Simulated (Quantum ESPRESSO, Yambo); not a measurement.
An input for Yambo 5.3.0 (BiOBr (P4/nmm)):

```
optics
bss
bse
em1s
dipoles
rim_cut
RandQpts= 1000000
RandGvec= 1 RL
Chimod= "HARTREE"
BSKmod= "SEX"
BSEmod= "resonant"
BSSmod= "d"
BSENGexx= 30 Ry
BSENGBlk= 4 Ry
% BSEQptR
 1 | 1 |
%
% BSEBands
 37 | 50 |
%
% BEnRange
 0 | 7 | eV
%
% BDmRange
 0.1 | 0.1 | eV
%
BEnSteps= 141
% BLongDir
 1 | 0 | 0 |
%
% BndsRnXs
 1 | 79 |
%
NGsBlkXs= 4 Ry
% LongDrXs
 1 | 1 | 1 |
%
% KfnQP_E
 1.517 | 1.0 | 1.0 |
%
WRbsWF
```

The database entry behind the starting cell differs from later determinations by our own check (0.1 to 0.3 % short, probably kX units), so it need not match the best structure at ambient conditions.

```sh
OMP_NUM_THREADS=1 mpirun -n 4 yambo -F bse13.in -J bse13 -C bse13 > bse13.log
```

The stored states that it reads are on a 6×6×4 mesh. Symmetry: P4/nmm, No. 129, tetragonal system. Conventional cell: a = 3.916 Å, b = 3.916 Å, c = 8.077 Å, α = 90.00°, β = 90.00°, γ = 90.00°. Nearest to Bi lie 4 O at 2.32 Å and 4 Br at 3.18 Å. Nearest to Br lie 4 Bi at 3.18 Å. Nearest to O lie 4 Bi at 2.32 Å. Farther neighbours and most contacts between anions are not listed.

Q: How long will it take on 4 MPI ranks of Arm Neoverse V1, shared host, and how much memory?

It took 24 min; on shared hardware allow 12 min to 48 min. Peak host memory was 3.5 GiB.

The kernel grows as the square of the matrix size, and full diagonalisation as its cube.

[Paths, hosts, dates, memory and timing lines, banners, echoed tables and standing remarks are left out of the program output.]

[Logs are printed without paths, hosts, clocks, repeated set-up lines and the standing remarks that a program may print on its own settings, such as how far it seeks lower states.]

[Runs of the session that timed out or met a known fault of the program may be left out.]

[Hosts, paths, dates, database ids (printed as entryN), source tags and the programs' standing remarks are cut or masked in the printed files.]
